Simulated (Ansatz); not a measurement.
# Work function of Cu(111): what the settings cost and change

Aim: the numerical settings behind the work function of Cu(111), with the cost of each.

Calculated with Ansatz 0.2.0; plane-wave DFT, PBE, Ansatz PAW.

The experiments to compare with:

For Cu (clean (111) face, a compiled value), “Anisotropic work function of elemental crystals” (2019, arxiv:1902.07811) quotes earlier work: work function (clean (111) face, a compiled value) 4.9 eV.

Report form: the programs' logs are mostly left out.

## 1. The starting structure

The cell holds 7 atoms: 7 Cu. Cell: a = 2.553 Å, b = 2.553 Å, c = 30.505 Å, α = 90.0°, β = 90.0°, γ = 60.0°. Vacuum lies along c.

## 2. Slab, setting cutoff 200 eV

A work function rests on the faint tail of the density, so the SCF threshold is tight. The cutoff is raised first; then mesh and smearing are varied at the default cutoff.

The input, input.yaml:

```yaml
crystal:
  lattice:
    - [2.5526554801, 0.0, 0.0]
    - [1.27632774, 2.2106644929, 0.0]
    - [0.0, 0.0, 30.5054068306]
  atoms:
    - { symbol: Cu, position: [0.0, 0.0, 0.2950296664] }
    - { symbol: Cu, position: [0.3333333333, 0.3333333333, 0.3633531109] }
    - { symbol: Cu, position: [0.6666666667, 0.6666666667, 0.4316765555] }
    - { symbol: Cu, position: [0.0, 0.0, 0.5] }
    - { symbol: Cu, position: [0.3333333333, 0.3333333333, 0.5683234445] }
    - { symbol: Cu, position: [0.6666666667, 0.6666666667, 0.6366468891] }
    - { symbol: Cu, position: [0.0, 0.0, 0.7049703336] }
kpoints:
  mp_grid: { grid: [18, 18, 1] }
hamiltonian:
  xc: pbe
scf:
  occupations: { method: fermi_dirac, width: 0.1 }
  convergence: { dr2_threshold: 1.0e-09 }
efield:
  axis: 3
  dipole_correction: true
  ramp_position: 0.97
  ramp_width: 0.06
basis:
  ecutwfc: "200 eV"
output:
  write_potential: true
  write_density: true
  volumetric_format: npy
  elf: true
```

The run is started by

```console
$ ansatz run input.yaml --threads 2 --pin off --max-ram 3072MiB --backend cpu --events-out ev --progress --plain --runs-dir out
```

It took 41 s on 2 threads of Arm Neoverse N1, shared host; peak memory 0.43 GiB; 73 s of CPU time.

Numbers from this step:

```
energy at zero smearing   : -46268.2521 eV
work function, upper face : 5.414 eV
```

Running mean over 2.084 Å of the planar mean; the ramp of the sawtooth is left out. Table of electron's electrostatic potential energy less the Fermi level by z:

z (Å), electron's electrostatic potential energy less the Fermi level (eV) and a bar from the least value:
```
        4       5.21 ##############################
        5       5.06 ##############################
        6       4.81 #############################
        7       3.99 ###########################
        8      -2.44 ############
        9      -7.69 
       10      -7.84 
       11      -7.87 
       12      -7.84 
       13      -7.82 
       14      -7.83 
       15      -7.84 
       16      -7.83 
       17      -7.82 
       18      -7.83 
       19      -7.86 
       20      -7.86 
       21      -7.84 
       22      -6.46 ###
       23       1.91 ######################
       24       4.56 ############################
       25       4.95 #############################
       26       5.14 ##############################
       27       5.27 ##############################
```

Electrostatic potential energy in the ca plane at fractional y = 0.000, with atoms of Cu within 0.2 Å of it. With pseudopotentials it is smooth inside the atoms' cores, unlike the true potential.

Values in eV, 5 rows by 16 columns, each cell a mean:
```
  5   6   5   5 -26 -22   5   6   6   5 -16 -31   6  10  10  10
 -3   2  -2   1  -2  -1   0  -1   1  -2   1  -4   8  10  10  10
 -8  -1  -7  -1   5   5  -4  -5  -3  -6   5   4   8  10  10  10
  1   4   2   3 -12  -9   3   3   4   2  -6 -16   7  10  10  10
  6   7   6   5 -31 -26   6   7   7   6 -21 -36   6   9  10  10
```
Columns run along c (16.0 Å, from fractional 0.34 to 0.87 of the cell; values clipped at the 3rd and 97th percentile), rows up along a (2.6 Å). Atoms in or near the plane, at fractional coordinates: Cu at (0.50, 0.00), Cu at (0.70, 0.00).

Valence density in the ca plane at fractional y = 0.000, with atoms of Cu within 0.2 Å of it. It is the smooth field of the valence electrons, not physical close to the nuclei.

Values in e/Å³, 5 rows by 16 columns, each cell a mean:
```
 0  0  0  0  9  7  0  0  0  0  4 12  0  0  0  0
 1  0  1  0  1  1  0  0  0  1  0  1  0  0  0  0
 1  0  1  1  0  0  1  1  1  1  0  0  0  0  0  0
 0  0  0  0  2  2  0  0  0  0  1  3  0  0  0  0
 0  0  0  0 18 13  0  0  0  0  8 22  0  0  0  0
```
Columns run along c (16.0 Å, from fractional 0.34 to 0.87 of the cell), rows up along a (2.6 Å). Atoms in or near the plane, at fractional coordinates: Cu at (0.50, 0.00), Cu at (0.70, 0.00).

ELF in the ca plane at fractional y = 0.000, with atoms of Cu within 0.2 Å of it. It is the smooth field of the valence electrons, not physical close to the nuclei.

Values, 5 rows by 16 columns, each cell a mean:
```
0.18 0.16 0.15 0.17 0.33 0.28 0.18 0.16 0.16 0.17 0.24 0.38 0.06 0.00 0.00 0.00
0.14 0.13 0.13 0.13 0.15 0.15 0.13 0.13 0.13 0.13 0.15 0.14 0.06 0.00 0.00 0.00
0.15 0.13 0.15 0.14 0.18 0.18 0.14 0.14 0.14 0.14 0.19 0.16 0.07 0.00 0.00 0.00
0.13 0.14 0.12 0.13 0.19 0.17 0.13 0.13 0.13 0.13 0.16 0.20 0.06 0.00 0.00 0.00
0.26 0.20 0.23 0.22 0.44 0.37 0.24 0.22 0.21 0.25 0.30 0.51 0.06 0.00 0.00 0.00
```
Columns run along c (16.0 Å, from fractional 0.34 to 0.87 of the cell), rows up along a (2.6 Å). Atoms in or near the plane, at fractional coordinates: Cu at (0.50, 0.00), Cu at (0.70, 0.00).

The work function is 5.414 eV. The program marks this work function as in doubt.

## 3. Slab

Edit input.yaml of step 2 so:

```diff
@@ -26,3 +26,3 @@
 basis:
-  ecutwfc: "200 eV"
+  ecutwfc: "300 eV"
 output:
@@ -31,2 +31 @@
   volumetric_format: npy
-  elf: true
```

The job ended after 71 s (2 threads; peak memory 0.56 GiB; 2 min of CPU time).

The work function is 4.816 eV, -0.597 eV from the run “cutoff 200 eV”, at 1.7 times its CPU time.

## 4. Slab

Edit input.yaml of step 3 so:

```diff
@@ -26,3 +26,3 @@
 basis:
-  ecutwfc: "300 eV"
+  ecutwfc: "420 eV"
 output:
```

Run time: 88 s. Hardware: 2 threads; peak memory 0.76 GiB; 2.5 min of CPU time.

The work function is 4.815 eV, -0.598 eV from the run “cutoff 200 eV”, at 2.1 times its CPU time.

## 5. Run

Edit input.yaml of step 4 so:

```diff
@@ -26,3 +26,3 @@
 basis:
-  ecutwfc: "420 eV"
+  ecutwfc: "600 eV"
 output:
```

Run time: 2.6 min. Hardware: 2 threads; peak memory 1.1 GiB; 4.3 min of CPU time.

The work function is 4.815 eV, -0.000 eV from the run “cutoff 420 eV”, at 1.7 times its CPU time.

## 6. Run

Edit input.yaml of step 5 so:

```diff
@@ -14,3 +14,3 @@
 kpoints:
-  mp_grid: { grid: [18, 18, 1] }
+  mp_grid: { grid: [3, 3, 1] }
 hamiltonian:
@@ -25,4 +25,2 @@
   ramp_width: 0.06
-basis:
-  ecutwfc: "600 eV"
 output:
```

Run time: 13 s. Hardware: 2 threads; peak memory 0.41 GiB; 14 s of CPU time.

The work function is 5.243 eV, +0.427 eV from the run “cutoff 420 eV”, at 0.089 times its CPU time.

## 7. Slab

Edit input.yaml of step 6 so:

```diff
@@ -14,3 +14,3 @@
 kpoints:
-  mp_grid: { grid: [3, 3, 1] }
+  mp_grid: { grid: [6, 6, 1] }
 hamiltonian:
```

Run time: 21 s. Hardware: 2 threads; peak memory 0.46 GiB; 27 s of CPU time.

The work function is 4.816 eV, +0.001 eV from the run “cutoff 420 eV”, at 0.17 times its CPU time.

## 8. Slab

Edit input.yaml of step 7 so:

```diff
@@ -14,3 +14,3 @@
 kpoints:
-  mp_grid: { grid: [6, 6, 1] }
+  mp_grid: { grid: [12, 12, 1] }
 hamiltonian:
```

Wall time 48 s (2 threads); peak memory 0.57 GiB.

The work function is 4.828 eV, +0.013 eV from the run “cutoff 420 eV”, at 0.52 times its CPU time.

## 9. Slab

Edit input.yaml of step 8 so:

```diff
@@ -14,3 +14,3 @@
 kpoints:
-  mp_grid: { grid: [12, 12, 1] }
+  mp_grid: { grid: [27, 27, 1] }
 hamiltonian:
```

Elapsed: 3.2 min, on 2 threads; peak memory 1.2 GiB.

The work function is 4.817 eV, +0.002 eV from the run “cutoff 420 eV”, at 2.2 times its CPU time.

## 10. Slab

Edit input.yaml of step 9 so:

```diff
@@ -14,3 +14,3 @@
 kpoints:
-  mp_grid: { grid: [27, 27, 1] }
+  mp_grid: { grid: [18, 18, 1] }
 hamiltonian:
@@ -18,3 +18,3 @@
 scf:
-  occupations: { method: fermi_dirac, width: 0.1 }
+  occupations: { method: gaussian, width: 0.05 }
   convergence: { dr2_threshold: 1.0e-09 }
```

Wall time 1.8 min (2 threads); peak memory 0.76 GiB.

The work function is 4.840 eV, +0.025 eV from the run “cutoff 420 eV”, at 1.1 times its CPU time.

## 11. Run

Edit input.yaml of step 10 so:

```diff
@@ -18,3 +18,3 @@
 scf:
-  occupations: { method: gaussian, width: 0.05 }
+  occupations: { method: methfessel_paxton, width: 0.2 }
   convergence: { dr2_threshold: 1.0e-09 }
```

Elapsed: 89 s, on 2 threads; peak memory 0.76 GiB.

The work function is 4.823 eV, +0.007 eV from the run “cutoff 420 eV”, at 1.0 times its CPU time.

## 12. Run

Edit input.yaml of step 11 so:

```diff
@@ -18,3 +18,3 @@
 scf:
-  occupations: { method: methfessel_paxton, width: 0.2 }
+  occupations: { method: fermi_dirac, width: 0.3 }
   convergence: { dr2_threshold: 1.0e-09 }
```

The job ended after 1.8 min (2 threads; peak memory 0.81 GiB; 3.1 min of CPU time).

The work function is 4.848 eV, +0.032 eV from the run “cutoff 420 eV”, at 1.2 times its CPU time.

## 13. Run

Edit input.yaml of step 12 so:

```diff
@@ -18,3 +18,3 @@
 scf:
-  occupations: { method: fermi_dirac, width: 0.3 }
+  occupations: { method: cold, width: 0.1 }
   convergence: { dr2_threshold: 1.0e-09 }
```

It took 90 s on 2 threads; peak memory 0.76 GiB.

The work function is 4.839 eV, +0.024 eV from the run “cutoff 420 eV”, at 1.0 times its CPU time.

## 14. Side by side

Times are for 2 threads of Arm Neoverse N1, shared host. The series side by side:

```csv
no.,setting,"work function, upper face (eV)",time,memory (GiB)
1,cutoff 200 eV,5.414,41 s,0.43
2,cutoff 300 eV,4.816,71 s,0.56
3,cutoff 420 eV,4.815,88 s,0.76
4,cutoff 600 eV,4.815,2.6 min,1.1
5,mesh 3x3,5.243,13 s,0.41
6,mesh 6x6,4.816,21 s,0.46
7,mesh 12x12,4.828,48 s,0.57
8,mesh 27x27,4.817,3.2 min,1.2
9,Gaussian smearing 0.05 eV,4.840,1.8 min,0.76
10,methfessel_paxton smearing 0.2 eV,4.823,89 s,0.76
11,fermi_dirac smearing 0.3 eV,4.848,1.8 min,0.81
12,cold smearing 0.1 eV,4.839,90 s,0.76
```

## 15. Varying the input

An input spoilt on purpose, to show how the run answers: it repeats the earlier run “cutoff 200 eV” with efield.amplitude to 0 and efield.dipole_correction from true to false, and scf.max_iter set to 60; its output block differs too.

Edit input.yaml of step 13 so:

```diff
@@ -18,9 +18,13 @@
 scf:
-  occupations: { method: cold, width: 0.1 }
+  occupations: { method: fermi_dirac, width: 0.1 }
   convergence: { dr2_threshold: 1.0e-09 }
+  max_iter: 60
 efield:
   axis: 3
-  dipole_correction: true
+  dipole_correction: false
   ramp_position: 0.97
   ramp_width: 0.06
+  amplitude: 0
+basis:
+  ecutwfc: "200 eV"
 output:
```

It took 0.03 s on 2 threads; peak memory 0.06 GiB.

The program refused the input before any cycle.

The program's message: “Error: invalid value for `efield.amplitude`: is zero with dipole_correction: false — the section would apply nothing; set a non-zero amplitude, enable dipole_correction, or remove the block”

The fault put into the input: a field block that applies nothing.

## 16. Summary of results

```json
{
  "work function, cutoff 200 eV": "5.414 eV",
  "work function, cutoff 420 eV": "4.815 eV",
  "work function, cutoff 600 eV": "4.815 eV"
}
```

**Reading.** The run at the highest cutoff gives 4.81 eV, and the settings tried spread the value from 4.81 to 5.41 eV. Against 600 eV, a cutoff of 200 eV is off by +0.599 eV. Against 600 eV, a cutoff of 420 eV is off by +0.000 eV. Against the finest mesh, 27 points along a, the coarser ones are off by +0.43 (3), -0.00 (6) and +0.01 (12) eV. The smearing schemes and widths spread it over 0.03 eV. The program marks the value as in doubt in “cutoff 200 eV”. The ladder's slabs use the tabulated experimental lattice constant (two decimals; a low-temperature value for the alkali metals). In 2 runs of the series (cutoff 200 eV and cutoff 300 eV) the program warns that electrons reach the sawtooth's ramp, which makes dipole and work function less sure.

Computed beside measured:

```
                                               quantity  measured    cutoff 600 eV
work function (clean (111) face, a compiled value) (eV)       4.9  4.81 (-0.09 eV)
```

Measured values from arxiv:1902.07811 (2019).

How well it matches: The work function is off by -0.09 eV: good agreement. The grades are ours: good and fair within 3 and 7 % for the work function. No cell relaxation is part of this session.

[Logs are printed without paths, hosts, clocks, repeated set-up lines and the standing remarks that a program may print on its own settings, such as how far it seeks lower states.]

[Hosts, paths, dates, database ids (printed as entryN), source tags and the programs' standing remarks are cut or masked in the printed files.]

[Maps of the electrostatic potential energy from Ansatz leave out the sawtooth potential of an applied field or a dipole correction, so their vacuum need not be flat; planar profiles and work functions include it.]
